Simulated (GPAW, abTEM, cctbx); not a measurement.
# Tl2Cr4Cd: the scripts behind a bonding study

Short scripts, each with its output. The start was made by putting kin elements into a known structure type; the compound need not exist, or be stable, in this form.

### 1. Build the all-electron density and subtract free atoms

```text
cell
1.0
     5.668998200    0.000000000    0.000000000
     0.000000000    5.668998200    0.000000000
    -2.834499100   -2.834499100    5.718262120
Tl Cd Cr
2 1 4
Direct
0.000000000 0.000000000 0.000000000
0.250000000 0.750000000 0.500000000
0.500000000 0.500000000 0.000000000
0.020632810 0.505208200 0.672396300
0.651763490 0.167188100 0.672396300
0.494791800 0.348236510 0.327603700
0.832811900 0.979367190 0.327603700
```

```python
import numpy as np
from ase.io import read
from ase.units import Bohr
from gpaw import GPAW, PW, FermiDirac
from gpaw.calculator import GPAW as OldGPAW
from gpaw.mpi import serial_comm, world
from scipy.special import erfc
from scipy.spatial import cKDTree

atoms = read("cell.vasp")
atoms.set_initial_magnetic_moments([0, 0, 0, 3, 3, 3, 3])
atoms.calc = GPAW(mode=PW(450), xc="PBE", kpts={"size": (5, 5, 5), "gamma": True},
                 occupations=FermiDirac(0.1), maxiter=120, symmetry={"tolerance": 1e-5}, txt="scf.txt")
atoms.get_potential_energy()
rho = atoms.calc.get_all_electron_density(gridrefinement=2)
moments = atoms.get_magnetic_moments() if atoms.calc.get_number_of_spins() == 2 else np.zeros(len(atoms))
total = atoms.get_magnetic_moment() if moments.any() else 0.0
if world.rank == 0:
    free = OldGPAW(mode=PW(450), xc="PBE", txt=None, communicator=serial_comm)
    neutral = atoms.copy()
    neutral.set_initial_magnetic_moments(None)
    free.initialize(neutral)
    free.set_positions(neutral)
    drho = rho - free.get_all_electron_density(gridrefinement=2)
    # GPAW starts from confined atoms: exchange their smooth part for that of the datasets' free atoms
    h = np.stack(np.meshgrid(*[np.fft.fftfreq(n, 1 / n) for n in drho.shape], indexing="ij"), -1)
    gabs = np.linalg.norm(h @ atoms.cell.reciprocal(), axis=-1)
    tails = np.fft.fftn(free.get_pseudo_density(gridrefinement=2))
    g, form, v0 = np.linspace(0, gabs.max(), 1500), {}, 0
    for e in set(atoms.symbols):
        idx = atoms.symbols.search(e)
        d = free.setups[idx[0]].data
        r, w = d.rgd.r_g * Bohr, d.rgd.r_g**2 * d.rgd.dr_g
        j0 = np.sinc(2 * g[:, None] * r)
        smooth = sum(f * p**2 for f, p in zip(d.f_j, d.phit_jg)) + np.sqrt(4 * np.pi) * d.nct_g
        full = sum(f * p**2 for f, p in zip(d.f_j, d.phi_jg)) + np.sqrt(4 * np.pi) * d.nc_g
        phase = sum(np.exp(-2j * np.pi * h @ s) for s in atoms.get_scaled_positions()[idx])
        tails -= np.interp(gabs, g, j0 @ (smooth * w)) * phase * drho.size / atoms.get_volume()
        form[e] = j0 @ (full * w)
        v0 += 2 * np.pi / 3 * 14.3996 * (full * w * r**2).sum() * len(idx)  # V A^3
    tails *= 0.5 * erfc((gabs - 1.8) / 0.25)  # the tails differ at long wavelengths alone
    drho += np.fft.ifftn(tails).real  # crystal minus superposed spherical free atoms
    np.save("drho.npy", drho)
    dv = atoms.get_volume() / drho.size
    print("grid", drho.shape, " electrons %.3f" % (rho.sum() * dv), " moved by bonding %.3f e" % (abs(drho).sum() * dv / 2))
    pts = np.indices(drho.shape).reshape(3, -1).T / drho.shape @ atoms.cell
    shifts = (np.indices((3, 3, 3)).reshape(3, -1).T - 1) @ atoms.cell
    images = (atoms.positions[None] + shifts[:, None]).reshape(-1, 3)
    dist, idx = cKDTree(images).query(pts, k=4)
    out = drho.ravel()[dist[:, 0] > 0.5]
    print("deformation density beyond 0.5 A of the nuclei: max %.3f, min %.3f e/A^3" % (out.max(), out.min()))
    tie = dist < dist[:, :1] + 1e-4
    q = -np.bincount((idx % len(atoms))[tie], (drho.ravel()[:, None] / tie.sum(1, keepdims=True) * tie)[tie], len(atoms)) * dv
    print("atom        x       y       z   Voronoi charge  moment")
    for a, s, c, m in zip(atoms, atoms.get_scaled_positions(), q, moments):
        print("%-2s%-3d %7.4f %7.4f %7.4f %10.3f %10.2f" % (a.symbol, a.index + 1, *s, c, m))
    np.savez("free.npz", g=g, **form)
    print("mean inner potential of superposed free atoms %.3f V" % (v0 / atoms.get_volume()))
    print("total magnetic moment %.3f muB" % total)
```

```console
$ OMP_NUM_THREADS=1 mpirun -n 4 gpaw python run.py > gpaw.log
```

```text
gpts.py:43: UserWarning: Initial realspace grid (28,28,35) inconsistent with symmetries.
gpts.py:43: UserWarning: Initial realspace grid (28,28,35) inconsistent with symmetries.
gpts.py:43: UserWarning: Initial realspace grid (28,28,35) inconsistent with symmetries.
gpts.py:43: UserWarning: Initial realspace grid (28,28,35) inconsistent with symmetries.
gpts.py:70: UserWarning: Using symmetrized grid: (35,35,35).
gpts.py:70: UserWarning: Using symmetrized grid: (35,35,35).
gpts.py:70: UserWarning: Using symmetrized grid: (35,35,35).
gpts.py:70: UserWarning: Using symmetrized grid: (35,35,35).
grid (70, 70, 70)  electrons 306.000  moved by bonding 1.264 e
deformation density beyond 0.5 A of the nuclei: max 0.099, min -0.236 e/A^3
atom        x       y       z   Voronoi charge  moment
Tl1    0.0000  0.0000  0.0000     -0.016       0.03
Tl2    0.2500  0.7500  0.5000     -0.019       0.01
Cd3    0.5000  0.5000  0.0000      0.076       0.03
Cr4    0.0206  0.5052  0.6724     -0.010       3.54
Cr5    0.6518  0.1672  0.6724     -0.010       3.54
Cr6    0.4948  0.3482  0.3276     -0.010       3.54
Cr7    0.8328  0.9794  0.3276     -0.010       3.54
mean inner potential of superposed free atoms 16.159 V
total magnetic moment 17.135 muB
```

Time: 90 s on 4 cores of Arm Neoverse V2 (shared host), peak memory 1.4 GiB.

### 2. Fourier-transform the difference

```python
from cctbx import adptbx, crystal, miller, xray
from cctbx.eltbx import tiny_pse
import numpy as np

cs = crystal.symmetry(unit_cell=(5.669, 5.669, 11.4365, 90, 90, 90), space_group_symbol='Hall: I -4')  # I-4
atoms = [  # label, site, U (iso, or U11 U22 U33 U12 U13 U23 in A^2), occupancy
    ("Tl1", (0, 0, 0), 0.0000, 1),
    ("Tl2", (0, 0.5, 0.25), 0.0000, 1),
    ("Cd1", (0.5, 0.5, 0), 0.0000, 1),
    ("Cr1", (0.68443, 0.16901, 0.3362), 0.0000, 1),
]
xs = xray.structure(crystal_symmetry=cs)
for label, site, u, occ in atoms:
    u = adptbx.u_cif_as_u_star(cs.unit_cell(), u) if isinstance(u, tuple) else u
    xs.add_scatterer(xray.scatterer(label, site=site, u=u, occupancy=occ))
xs.scattering_type_registry(table="wk1995")
drho = np.load("drho.npy")
T = np.array([[1, 0, 0], [0, 1, 0], [1, 1, 2]])  # conventional axes in terms of the primitive ones
dF = np.fft.ifftn(drho) * 367.54176  # electrons a conventional cell, indexed by primitive hkl
ms = miller.build_set(cs, anomalous_flag=False, d_min=0.9).sort("resolution")
iam = ms.structure_factors_from_scatterers(xs, algorithm="direct").f_calc()
p1 = xs.expand_to_p1()
z = np.array([tiny_pse.table(sc.scattering_type).atomic_number() for sc in p1.scatterers()])
x = np.array(p1.sites_frac())
free = np.load("free.npz")
print("static structure factors of the conventional cell: F in electrons, V (Mott-Bethe) in volts")
print("   h  k  l      d  |F| table  |F| free   |F| DFT   change   |V| free  |V| DFT  change %")
for h, d, table in list(zip(ms.indices(), ms.d_spacings().data(), iam.data()))[:16]:
    df = dF[tuple(np.rint(np.linalg.solve(T, h)).astype(int))]
    phase = np.exp(2j * np.pi * x @ h)
    f = sum(np.interp(1 / d, free["g"], free[sc.scattering_type]) * p for sc, p in zip(p1.scatterers(), phase))
    fz = (z * phase).sum()
    c = 14.3996 * d * d / (np.pi * cs.unit_cell().volume())
    v0, v1 = abs(fz - f) * c, abs(fz - f - df) * c
    print("%4d%3d%3d %7.4f %9.3f %9.3f %9.3f %8.3f %9.3f %8.3f %8s" % (h + (d, abs(table), abs(f), abs(f + df), abs(f + df) - abs(f), v0, v1, "%.1f" % (100 * (v1 / v0 - 1)) if v0 > 0.02 else "-")))
```

```console
$ python run.py
```

```text
static structure factors of the conventional cell: F in electrons, V (Mott-Bethe) in volts
   h  k  l      d  |F| table  |F| free   |F| DFT   change   |V| free  |V| DFT  change %
   0  0  2  5.7183     7.644     7.867     7.506   -0.361     0.741    0.594    -19.9
   0  1  1  5.0792   106.002   105.970   106.001    0.032     0.765    0.744     -2.7
   1  1  0  4.0086    54.175    54.345    54.180   -0.166     0.841    0.874      3.9
   1  1  2  3.2824   405.049   404.742   404.399   -0.343     7.264    7.320      0.8
   0  1  3  3.1634   163.344   163.261   162.966   -0.295     2.408    2.446      1.6
   0  0  4  2.8591   278.504   278.876   279.121    0.246     3.405    3.380     -0.7
   0  2  0  2.8345   271.765   272.173   272.382    0.209     3.225    3.204     -0.6
   0  2  2  2.5396   120.124   119.776   119.128   -0.648     2.491    2.543      2.1
   1  2  1  2.4752   180.090   179.790   179.028   -0.761     3.033    3.099      2.2
   2  1  1  2.4752   200.506   200.141   199.354   -0.787     3.158    3.219      1.9
   1  1  4  2.3277   131.340   130.788   129.850   -0.938     2.857    2.920      2.2
   0  1  5  2.1212   194.929   194.593   194.120   -0.473     2.992    3.020      0.9
   1  2  3  2.1110   195.307   194.948   194.209   -0.739     2.966    3.007      1.4
   2  1  3  2.1110   138.271   138.008   137.369   -0.639     2.591    2.636      1.8
   0  2  4  2.0129   376.936   376.460   376.198   -0.261     5.487    5.500      0.2
   2  2  0  2.0043   378.792   378.305   378.028   -0.278     5.521    5.535      0.3
```

Time: 0.24 s on 1 core of Arm Neoverse V2 (shared host), peak memory 0.08 GiB.

### 3. Propagate a plane wave with and without the bonding term

```python
import abtem
import numpy as np
from ase.build import make_supercell
from ase.io import read

abtem.config.set({"dask.lazy": False, "fft": "fftw", "diagnostics.progress_bar": False})
M = [[0, 1, 0], [1, 1, 2], [1, 0, 0]]  # rows: x, y and beam direction in the primitive cell's axes
unit = make_supercell(read("cell.vasp"), M)
unit.set_cell(list(unit.cell.lengths()) + [90, 90, 90], scale_atoms=True)
unit.positions[:, 2] += 0.4724  # keeps atomic planes off the slice boundaries
unit.wrap()
slab = unit * (1, 1, 108)
print(slab.get_chemical_formula(), "| box %.2f x %.2f x %.2f A" % tuple(slab.cell.lengths()))

# change of the potential by bonding, from the DFT deformation density (Poisson's equation term by term)
drho = np.load("drho.npy")
prim = read("cell.vasp")
h = np.stack(np.meshgrid(*[np.fft.fftfreq(n, 1 / n) for n in drho.shape], indexing="ij"), -1).reshape(-1, 3).astype(int)
g2 = ((h @ prim.cell.reciprocal()) ** 2).sum(1)
keep = (g2 > 0) & (g2 < 2.5**2)
shape = (162, 327, 36)
vg = np.zeros(shape, complex)
hm = h[keep] @ np.array(M).T
move = np.exp(-2j * np.pi * hm[:, 2] * (0.4724 / unit.cell[2, 2] - 0.5 / shape[2]))  # the same shift, sampled at mid-points
vg[tuple(hm.T % np.array(shape)[:, None])] = -14.3996 / np.pi * (np.fft.fftn(drho).ravel() / drho.size)[keep] / g2[keep] * move
dV = np.fft.ifftn(vg).real * vg.size
dV = dV.reshape(162, 327, 6, 6).mean(3) * unit.cell[2, 2] / 6  # V A, projected in each slice
dV = np.tile(dV.transpose(2, 0, 1), (108, 1, 1))


def build(atoms):
    p = abtem.Potential(atoms, gpts=(162, 327), slice_thickness=[slab.cell[2, 2] / 648] * 648,
                        parametrization="lobato", projection="infinite", exit_planes=54).build()
    p.array[:] += BONDING * dV
    return p


def potentials():
    yield build(slab)  # atoms at rest


for label, BONDING in (("IAM", 0.0), ("DFT", 1.0)):
    print("=====", label)
    potential = build(slab)
    print("grid", potential.gpts, "slices", potential.num_slices)
    thickness = potential.exit_thicknesses
    wave = abtem.PlaneWave(energy=300000)
    dp = np.mean([wave.multislice(p).diffraction_patterns(max_angle="valid").array for p in potentials()], axis=0)
    hkl = [(0, 0, 0), (0, 0, 2), (0, 1, 1), (0, 1, 3), (0, 2, 0), (0, 2, 2), (0, 3, 1)]
    nx, ny = dp.shape[-2:]
    print("intensity of each beam, fraction of the incident wave")
    print("  t (A)" + "".join("%9s" % " ".join(map(str, h)) for h in hkl) + "  diffuse    total")
    grid = np.zeros((nx, ny), bool)
    grid[nx // 2 % 1::1, ny // 2 % 1::1] = True
    for t, a in list(zip(thickness, dp))[1:]:
        idx = [np.rint(np.array(M) @ np.linalg.solve([[1, 0, 0], [0, 1, 0], [1, 1, 2]], h)).astype(int) for h in hkl]
        print("%7.1f" % t + "".join("%9.5f" % a[nx // 2 + i[0] * 1, ny // 2 + i[1] * 1] for i in idx) + "%9.4f%9.4f" % (a[~grid].sum(), a.sum()))
```

```console
$ python run.py
```

```text
Cd216Cr864Tl432 | box 5.67 x 11.44 x 612.25 A
===== IAM
grid (162, 327) slices 648
intensity of each beam, fraction of the incident wave
  t (A)    0 0 0    0 0 2    0 1 1    0 1 3    0 2 0    0 2 2    0 3 1  diffuse    total
   51.0  0.67869  0.00291  0.00431  0.00068  0.00276  0.00480  0.00737   0.0000   0.9920
  102.0  0.39040  0.01971  0.01553  0.00401  0.00888  0.00639  0.02068   0.0000   0.9873
  153.1  0.26217  0.02650  0.02582  0.00170  0.02715  0.00853  0.02426   0.0000   0.9808
  204.1  0.37398  0.01727  0.03023  0.00346  0.02077  0.00686  0.01223   0.0000   0.9751
  255.1  0.58684  0.00708  0.02386  0.00341  0.00982  0.00122  0.00155   0.0000   0.9716
  306.1  0.62114  0.00004  0.01119  0.00843  0.00124  0.00248  0.00050   0.0000   0.9673
  357.1  0.47728  0.00867  0.01937  0.01028  0.01763  0.00735  0.00401   0.0000   0.9628
  408.2  0.23645  0.02044  0.03510  0.00817  0.03456  0.01194  0.01140   0.0000   0.9571
  459.2  0.14259  0.01966  0.04797  0.00854  0.02906  0.01011  0.01488   0.0000   0.9523
  510.2  0.24641  0.01059  0.04599  0.00985  0.01370  0.00319  0.01085   0.0000   0.9469
  561.2  0.40379  0.00447  0.02440  0.01157  0.00182  0.00351  0.00391   0.0000   0.9424
  612.3  0.41432  0.00120  0.01419  0.01585  0.00763  0.00875  0.00075   0.0000   0.9385
===== DFT
grid (162, 327) slices 648
intensity of each beam, fraction of the incident wave
  t (A)    0 0 0    0 0 2    0 1 1    0 1 3    0 2 0    0 2 2    0 3 1  diffuse    total
   51.0  0.67757  0.00252  0.00420  0.00076  0.00288  0.00487  0.00737   0.0000   0.9920
  102.0  0.39031  0.01873  0.01486  0.00403  0.00915  0.00627  0.02077   0.0000   0.9873
  153.1  0.26220  0.02724  0.02523  0.00186  0.02667  0.00841  0.02368   0.0000   0.9808
  204.1  0.37833  0.01998  0.03050  0.00361  0.01995  0.00622  0.01143   0.0000   0.9750
  255.1  0.58671  0.01004  0.02440  0.00354  0.00883  0.00093  0.00135   0.0000   0.9715
  306.1  0.61445  0.00014  0.01198  0.00868  0.00128  0.00225  0.00065   0.0000   0.9673
  357.1  0.46851  0.00682  0.02022  0.01008  0.01914  0.00684  0.00406   0.0000   0.9628
  408.2  0.22918  0.01994  0.03692  0.00808  0.03513  0.01092  0.01096   0.0000   0.9570
  459.2  0.14191  0.02310  0.05139  0.00831  0.02719  0.00894  0.01448   0.0000   0.9522
  510.2  0.24965  0.01579  0.05010  0.00965  0.01073  0.00257  0.01059   0.0000   0.9469
  561.2  0.40455  0.00861  0.02790  0.01162  0.00122  0.00304  0.00366   0.0000   0.9425
  612.3  0.41049  0.00147  0.01787  0.01573  0.01038  0.00795  0.00076   0.0000   0.9388
```

Time: 21 s.

### 4. Get the inner potential from a slab

```python
import numpy as np
from ase.io import read
from ase.units import Bohr
from gpaw import GPAW, PW, FermiDirac
from gpaw.calculator import GPAW as OldGPAW
from gpaw.mpi import serial_comm, world
from scipy.special import erfc
from ase.build import make_supercell

M = [[0, -1, 0], [1, 0, 0], [1, 1, 2]]  # rows: x, y and surface normal in the primitive cell's axes
unit = make_supercell(read("cell.vasp"), M)
unit.set_cell(list(unit.cell.lengths()) + [90, 90, 90], scale_atoms=True)
unit.positions[:, 2] -= 4.7800
unit.wrap()
atoms = unit * (1, 1, 1)
thickness = atoms.cell[2, 2]
atoms.center(vacuum=6, axis=2)
atoms.pbc = (True, True, False)
atoms.set_initial_magnetic_moments([{'Cr': 3}.get(e, 0) for e in atoms.symbols])
atoms.calc = GPAW(mode=PW(450), xc="PBE", kpts={"size": (3, 3, 1), "gamma": True},
                 occupations=FermiDirac(0.1), maxiter=120, symmetry={"tolerance": 1e-5}, poissonsolver={"dipolelayer": "xy"}, txt="slab.txt")
atoms.get_potential_energy()
rho = atoms.calc.get_all_electron_density(gridrefinement=2)
v = atoms.calc.get_electrostatic_potential().mean(axis=(0, 1))
ef = atoms.calc.get_fermi_level()
if world.rank == 0:
    free = OldGPAW(mode=PW(450), xc="PBE", txt=None, communicator=serial_comm)
    neutral = atoms.copy()
    neutral.set_initial_magnetic_moments(None)
    free.initialize(neutral)
    free.set_positions(neutral)
    drho = rho - free.get_all_electron_density(gridrefinement=2)
    # GPAW starts from confined atoms: exchange their smooth part for that of the datasets' free atoms
    h = np.stack(np.meshgrid(*[np.fft.fftfreq(n, 1 / n) for n in drho.shape], indexing="ij"), -1)
    gabs = np.linalg.norm(h @ atoms.cell.reciprocal(), axis=-1)
    tails = np.fft.fftn(free.get_pseudo_density(gridrefinement=2))
    g, form, v0 = np.linspace(0, gabs.max(), 1500), {}, 0
    for e in set(atoms.symbols):
        idx = atoms.symbols.search(e)
        d = free.setups[idx[0]].data
        r, w = d.rgd.r_g * Bohr, d.rgd.r_g**2 * d.rgd.dr_g
        j0 = np.sinc(2 * g[:, None] * r)
        smooth = sum(f * p**2 for f, p in zip(d.f_j, d.phit_jg)) + np.sqrt(4 * np.pi) * d.nct_g
        full = sum(f * p**2 for f, p in zip(d.f_j, d.phi_jg)) + np.sqrt(4 * np.pi) * d.nc_g
        phase = sum(np.exp(-2j * np.pi * h @ s) for s in atoms.get_scaled_positions()[idx])
        tails -= np.interp(gabs, g, j0 @ (smooth * w)) * phase * drho.size / atoms.get_volume()
        form[e] = j0 @ (full * w)
        v0 += 2 * np.pi / 3 * 14.3996 * (full * w * r**2).sum() * len(idx)  # V A^3
    tails *= 0.5 * erfc((gabs - 1.8) / 0.25)  # the tails differ at long wavelengths alone
    drho += np.fft.ifftn(tails).real  # crystal minus superposed spherical free atoms
    n = drho.mean(axis=(0, 1))
    dz = atoms.cell[2, 2] / len(n)
    dV = 180.951 * np.cumsum(np.cumsum(n)) * dz**2  # V; d2V/dz2 = e n / eps0, zero in the vacuum below
    step = dV[-1]
    print(atoms.get_chemical_formula(), "| slab of %.3f A, cell height %.2f A" % (thickness, atoms.cell[2, 2]))
    print("vacuum step across the slab %.3f V" % step)
    print("Fermi level below the vacuum: %.2f eV (bottom), %.2f eV (top)" % (v[3] - ef, v[-4] - ef))
    inside = np.arange(len(n)) * dz
    ramp = np.clip((inside - atoms.cell[2, 2] / 2) / thickness + 0.5, 0, 1) * step
    print("change of the mean inner potential by bonding %.3f V" % ((dV - ramp).sum() * dz / thickness))
    np.save("profile.npy", np.c_[inside, n, dV])
```

```console
$ OMP_NUM_THREADS=1 mpirun -n 4 gpaw python run.py > gpaw.log
```

```text
Cd2Cr8Tl4 | slab of 11.437 A, cell height 21.56 A
vacuum step across the slab 0.051 V
Fermi level below the vacuum: 3.65 eV (bottom), 3.61 eV (top)
change of the mean inner potential by bonding -1.773 V
```

Time: 4.4 min.

[Outputs are excerpts: Python notices, other lines and further rows are left out; steps that failed or that the build refused (PBEsol, TPSS) are not shown.]

[Logs are printed without paths, hosts, clocks, repeated set-up lines and the standing remarks that a program may print on its own settings, such as how far it seeks lower states.]
